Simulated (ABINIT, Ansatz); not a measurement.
**A GW chain in ABINIT: H6PbCNCl3 (Pm)**

Wanted: ground state, empty states, screening and self-energy for H6PbCNCl3 (Pm).

Method: PBEsol and many-body steps on it, plane waves, in ABINIT 10.8.3.

This is a report of a sequence of runs, with most program output left out.

## (1) The starting structure

It takes space group Pm (No. 6, monoclinic). The conventional cell has a = 5.753 Å, b = 5.765 Å, c = 5.855 Å, α = 90.00°, β = 90.03°, γ = 90.00°. Nearest to H lie 1 C at 1.09 Å. H has 1 C at 1.09 Å nearest. Nearest to H lie 1 N at 1.04 Å. Nearest to Pb lie 6 Cl at 2.88 to 2.99 Å. C has 3 H at 1.09 Å and 1 N at 1.49 Å nearest. Farther neighbours and most contacts between anions are not listed.

The cell and positions are those that the Materials Project relaxed with its own functionals (PBE, PBE+U or r2SCAN), kept fixed. Spin-orbit coupling is left out unless a step names it.

## (2) Ground state

This step: ABINIT 10.8.3; DFT, PBEsol, plane waves, norm-conserving pseudopotentials.

The ground-state density comes first.

The input, run.abi:

```
acell 3*1.0 Angstrom
rprim 
  5.752832000000 0.000000000000 0.000000000000
  0.000000000000 5.764671000000 0.000000000000
  -0.002604000000 0.000000000000 5.855201000000
ntypat 5
znucl 1 82 6 7 17
natom 12
typat 1 1 1 1 1 1 2 3 4 5 5 5
xred 
  0.879476000000 0.500000000000 0.790423000000
  0.813252000000 0.344072000000 0.047387000000
  0.813252000000 0.655928000000 0.047387000000
  0.229661000000 0.354316000000 0.978538000000
  0.229661000000 0.645684000000 0.978538000000
  0.170957000000 0.500000000000 0.216412000000
  0.473988000000 0.000000000000 0.483874000000
  0.894268000000 0.500000000000 0.976848000000
  0.144932000000 0.500000000000 0.040731000000
  0.427891000000 0.000000000000 0.975558000000
  0.429192000000 0.500000000000 0.520036000000
  0.971826000000 0.000000000000 0.439660000000
pp_dirpath "pseudos"
pseudos "H.upf, Pb.upf, C.upf, N.upf, Cl.upf"
ecut 37
ngkpt 4 4 4
nshiftk 1
shiftk 0 0 0
kptopt 1
chksymbreak 0
nband 39
occopt 1
tolvrs 1e-08
nstep 60
prtwf 0
optforces 0
optstress 0
indata_prefix "in"
outdata_prefix "out"
tmpdata_prefix "tmp"
```

Started as:

```
$ OMP_NUM_THREADS=1 mpirun -n 4 abinit run.abi > log
```

Wall time 4.9 min (4 MPI ranks of Arm Neoverse V1, shared host); peak memory 0.75 GiB; 20 min of CPU time.

Numbers from this step:

```yaml
total_energy: -7584.3670 eV
gap: 2.463 eV
k_of_the_valence_top: 0.5, 0.5, 0.5
k_of_the_conduction_bottom: 0.5, 0.5, 0.5
least_direct_gap: 2.463 eV
```

The gap is direct, at (0.500, 0.500, 0.500).

## (3) Bands along the symmetry lines

Levels along a band path, at the cheap level, show where the edges lie and whether the meshes to come will hold them.

run.abi: that of step 2 with these lines changed.

```diff
@@ -25,14 +25,55 @@
 ecut 37
-ngkpt 4 4 4
-nshiftk 1
-shiftk 0 0 0
-kptopt 1
-chksymbreak 0
-nband 39
-occopt 1
-tolvrs 1e-08
-nstep 60
+iscf -2
+irdden 1
+kptopt 0
+nkpt 41
+kpt 
+  0.00000000 0.00000000 0.00000000
+  0.00000000 0.12500000 0.00000000
+  0.00000000 0.25000000 0.00000000
+  0.00000000 0.37500000 0.00000000
+  0.00000000 0.50000000 0.00000000
+  0.00000000 0.50000000 0.12500000
+  0.00000000 0.50000000 0.25000000
+  0.00000000 0.50000000 0.37500000
+  0.00000000 0.50000000 0.50000000
+  0.00000000 0.37500000 0.50000000
+  0.00000000 0.25000000 0.50000000
+  0.00000000 0.12500000 0.50000000
+  0.00000000 0.00000000 0.50000000
+  0.00000000 0.00000000 0.37500000
+  0.00000000 0.00000000 0.25000000
+  0.00000000 0.00000000 0.12500000
+  0.00000000 0.00000000 0.00000000
+  -0.12500000 0.00000000 0.12500000
+  -0.25000000 0.00000000 0.25000000
+  -0.37500000 0.00000000 0.37500000
+  -0.50000000 0.00000000 0.50000000
+  -0.50000000 0.12500000 0.50000000
+  -0.50000000 0.25000000 0.50000000
+  -0.50000000 0.37500000 0.50000000
+  -0.50000000 0.50000000 0.50000000
+  -0.37500000 0.50000000 0.37500000
+  -0.25000000 0.50000000 0.25000000
+  -0.12500000 0.50000000 0.12500000
+  0.00000000 0.50000000 0.00000000
+  -0.12500000 0.50000000 0.00000000
+  -0.25000000 0.50000000 0.00000000
+  -0.37500000 0.50000000 0.00000000
+  -0.50000000 0.50000000 0.00000000
+  -0.50000000 0.37500000 0.00000000
+  -0.50000000 0.25000000 0.00000000
+  -0.50000000 0.12500000 0.00000000
+  -0.50000000 0.00000000 0.00000000
+  -0.37500000 0.00000000 0.00000000
+  -0.25000000 0.00000000 0.00000000
+  -0.12500000 0.00000000 0.00000000
+  0.00000000 0.00000000 0.00000000
+istwfk *1
+nband 36
+nbdbuf 2
+tolwfr 1e-08
+nstep 40
 prtwf 0
-optforces 0
-optstress 0
+prtvol 0
 indata_prefix "in"
```

It took 2.3 min on 4 MPI ranks; peak memory 0.68 GiB; 9.2 min of CPU time.

Numbers from this step:

| Property | Result |
| --- | --- |
| gap | 2.463 eV |
| k of the valence top | -0.5, 0.5, 0.5 |
| k of the conduction bottom | -0.5, 0.5, 0.5 |
| least direct gap | 2.463 eV |

The gap is 2.463 eV, as in the run before at this level.

The electronic bands at the labelled points (eV, zero at the top of the highest filled band):

```tsv
point	band 26	band 27	band 28	band 29	band 30	band 31	band 32	band 33
Γ	-1.82	-1.68	-1.35	-1.33	4.47	5.42	5.58	6.01
halfway	-1.80	-1.70	-1.37	-1.32	4.40	5.00	5.22	5.91
Z	-1.69	-1.53	-1.36	-1.20	3.29	5.06	5.63	5.88
halfway	-1.79	-1.51	-1.43	-1.02	3.10	4.00	5.45	6.07
D	-1.69	-1.50	-1.50	-0.71	2.82	2.91	5.32	6.24
halfway	-1.73	-1.61	-1.41	-1.07	2.96	4.17	5.46	6.03
B	-1.64	-1.64	-1.37	-1.23	3.16	5.30	5.50	5.84
halfway	-1.82	-1.65	-1.36	-1.33	4.28	4.92	5.41	5.90
Γ	-1.82	-1.68	-1.35	-1.33	4.47	5.42	5.58	6.01
halfway	-1.84	-1.52	-1.42	-1.23	3.93	4.69	5.23	5.39
A	-1.83	-1.49	-1.18	-0.48	2.80	3.03	4.96	5.67
halfway	-1.71	-1.32	-1.18	-0.35	2.61	2.79	3.91	5.98
E	-1.67	-1.19	-1.18	0.00	2.46	2.49	2.71	5.88
halfway	-1.78	-1.35	-1.33	-0.83	2.89	3.63	4.48	6.14
Z	-1.69	-1.53	-1.36	-1.20	3.29	5.06	5.63	5.88
halfway	-1.77	-1.42	-1.33	-0.98	3.07	4.31	5.06	5.97
C2	-1.83	-1.49	-1.17	-0.36	2.86	3.01	4.89	5.87
halfway	-1.75	-1.48	-1.29	-0.72	3.12	4.11	5.03	5.35
Y2	-1.71	-1.46	-1.43	-0.85	3.33	4.76	5.23	5.25
halfway	-1.76	-1.55	-1.40	-1.35	4.44	4.93	5.35	5.39
Γ	-1.82	-1.68	-1.35	-1.33	4.47	5.42	5.58	6.01
```

## (4) Empty states on the mesh, 2×2×2 mesh, 404 bands

The sums over transitions need many empty states on a uniform mesh; this step solves for them.

The input, run.abi:

```
acell 3*1.0 Angstrom
rprim 
  5.752832000000 0.000000000000 0.000000000000
  0.000000000000 5.764671000000 0.000000000000
  -0.002604000000 0.000000000000 5.855201000000
ntypat 5
znucl 1 82 6 7 17
natom 12
typat 1 1 1 1 1 1 2 3 4 5 5 5
xred 
  0.879476000000 0.500000000000 0.790423000000
  0.813252000000 0.344072000000 0.047387000000
  0.813252000000 0.655928000000 0.047387000000
  0.229661000000 0.354316000000 0.978538000000
  0.229661000000 0.645684000000 0.978538000000
  0.170957000000 0.500000000000 0.216412000000
  0.473988000000 0.000000000000 0.483874000000
  0.894268000000 0.500000000000 0.976848000000
  0.144932000000 0.500000000000 0.040731000000
  0.427891000000 0.000000000000 0.975558000000
  0.429192000000 0.500000000000 0.520036000000
  0.971826000000 0.000000000000 0.439660000000
pp_dirpath "pseudos"
pseudos "H.upf, Pb.upf, C.upf, N.upf, Cl.upf"
ecut 37
ngkpt 2 2 2
nshiftk 1
shiftk 0 0 0
kptopt 1
chksymbreak 0
iscf -2
irdden 1
istwfk *1
nband 404
nbdbuf 36
tolwfr 1e-09
nstep 60
prtvol 0
indata_prefix "in"
outdata_prefix "out"
tmpdata_prefix "tmp"
```

Wall time 15 min (4 MPI ranks); peak memory 1.2 GiB.

Numbers from this step:

| Property | Result |
| --- | --- |
| gap | 2.463 eV |
| k of the valence top | 0.5, 0.5, 0.5 |
| k of the conduction bottom | 0.5, 0.5, 0.5 |
| least direct gap | 2.463 eV |
| k points computed | 8 |
| lowest point of the top converged band, above the valence top | 78.7982 eV |

On this mesh the gap is 2.463 eV.

## (5) Screening, 2×2×2 mesh, 368 bands, screening to 174.2 eV

The RPA dielectric matrix is built and inverted for each q.

This step: RPA screening on PBEsol, plane waves, norm-conserving pseudopotentials.

run.abi: that of step 4 with these lines changed.

```diff
@@ -30,10 +30,11 @@
 chksymbreak 0
-iscf -2
-irdden 1
 istwfk *1
-nband 404
-nbdbuf 36
-tolwfr 1e-09
-nstep 60
-prtvol 0
+occopt 1
+irdwfk 1
+optdriver 3
+nband 368
+ecuteps 6.4
+inclvkb 2
+awtr 1
+symchi 1
 indata_prefix "in"
```

Run time: 14 min. Hardware: 4 MPI ranks; peak memory 6.9 GiB.

Numbers from this step:

| Quantity | Value |
| --- | --- |
| ε∞ with local fields, on this mesh, along the program's q direction | 4.876 |
| the same without local fields | 5.597 |
| plasma frequency | 20.29 eV |
| plane waves in the screening matrix | 1021 |

Local fields lower ε∞ by 13 %. On a Γ-centred mesh this coarse the value itself is usually too large, while a short band sum pulls it down.

## (6) Self-energy, 2×2×2 mesh, 368 bands, screening to 174.2 eV

The self-energy is evaluated for the states that the input lists, and the levels follow from it, in one-shot runs by the linearised quasiparticle equation.

This step: G0W0 on PBEsol, plane waves, norm-conserving pseudopotentials.

run.abi: that of step 5 with these lines changed.

```diff
@@ -33,8 +33,17 @@
 irdwfk 1
-optdriver 3
+optdriver 4
 nband 368
+gwcalctyp 0
+ecutsigx 37
+symsigma 1
+nkptgw 2
+kptgw 
+  0.5000000000 0.5000000000 0.5000000000
+  0.0000000000 0.0000000000 0.0000000000
+bdgw 
+  28 31
+  28 31
 ecuteps 6.4
-inclvkb 2
-awtr 1
-symchi 1
+irdscr 1
+ppmodel 1
 indata_prefix "in"
```

The job ended after 4.8 min (4 MPI ranks; peak memory 7.2 GiB).

Numbers from this step:

```
G0W0 gap on the points computed              : 4.128 eV
starting gap on the mesh                     : 2.463 eV
k of the valence top                         : 0.5, 0.5, 0.5
k of the conduction bottom                   : 0.5, 0.5, 0.5
Z at the valence top                         : 0.789
Z at the conduction bottom                   : 0.82
least direct G0W0 gap on the computed points : 4.128 eV
```

The gap on the mesh goes from 2.46 eV to 4.13 eV, a correction of +1.66 eV.

Limits: finite bands, cutoff and mesh; no spin-orbit coupling; coarse k mesh. v1 is the top filled band, c1 the lowest empty one. Levels before and after the correction, in eV, zero at the valence-band top of each column:

```tsv
	conduction bottom	valence top
Kohn-Sham	2.46	0.00
G0W0	4.13	0.00
```

```tsv
	level	energy (eV)
Kohn-Sham	(0.5 0.5 0.5) v2	-1.176
Kohn-Sham	(0.5 0.5 0.5) v1	0.000
Kohn-Sham	(0.5 0.5 0.5) c1	2.463
Kohn-Sham	(0.5 0.5 0.5) c2	2.486
G0W0	(0.5 0.5 0.5) v2	-1.640
G0W0	(0.5 0.5 0.5) v1	0.000
G0W0	(0.5 0.5 0.5) c1	4.128
G0W0	(0.5 0.5 0.5) c2	4.168
```

## (7) Where the time went

Times are wall times on 4 MPI ranks of Arm Neoverse V1, shared host, good to a factor of about two.

```tsv
step	time	share	memory (GiB)
ground state	4.9 min	12 %	0.75
bands along the symmetry lines	2.3 min	6 %	0.68
empty states on the mesh	15 min	37 %	1.2
screening	14 min	34 %	6.9
self-energy	4.8 min	12 %	7.2
```

## (8) Outcome

```
PBEsol gap           : 2.46 eV, direct
G0W0 gap on the mesh : 4.13 eV
GW settings          : 2×2×2 mesh, 368 bands, screening to 174.2 eV, Godby-Needs plasmon pole
known limits         : not at the basis limit; no spin-orbit coupling; coarse k mesh
```

G0W0 moves the gap on the mesh from 2.46 eV to 4.13 eV (+1.66 eV), with Z of 0.79 and 0.82 at the edges. Local fields lower the RPA ε∞ on this mesh from 5.60 to 4.88; a Γ-centred mesh this coarse tends to raise both, most where the direct gap is narrow, while a short band sum lowers them. Only 2 of the mesh's irreducible points were corrected, so a valley elsewhere could overtake. Bands and cutoff are finite, so the gap is not at the basis limit. The miss can reach some tenths of an eV and take either sign; the mesh is an error of its own. In the G0W0 run levels were corrected at 2 k points alone, so a gap called «on the mesh» is the least over those, and an edge elsewhere would be missed. The 2×2×2 mesh is coarse for this cell, which bears on the long-range parts of exchange and screening. Where an edge is built on 6p states of lead, bismuth or thallium, scalar-relativistic gaps usually stand too wide, by a few tenths to over one eV. The many-body steps are scalar-relativistic: spin-orbit coupling is not in them.

[Paths, hosts, dates, memory and timing lines, banners, echoed tables and standing remarks are left out of the program output.]

[Logs are printed without paths, hosts, clocks, repeated set-up lines and the standing remarks that a program may print on its own settings, such as how far it seeks lower states.]

[Runs of the session that timed out or met a known fault of the program may be left out.]

[Hosts, paths, dates, database ids (printed as entryN), source tags and the programs' standing remarks are cut or masked in the printed files.]

[G0W0 gaps are taken among the corrected bands and points alone; a level outside them can change the order at an edge.]

[Where Ansatz stands beside ABINIT at settings called matched, ABINIT's density can come from a denser mesh and the files from another edition; pairs whose starting gaps differed by over 0.03 eV were left out, so agreement reads better than it is.]
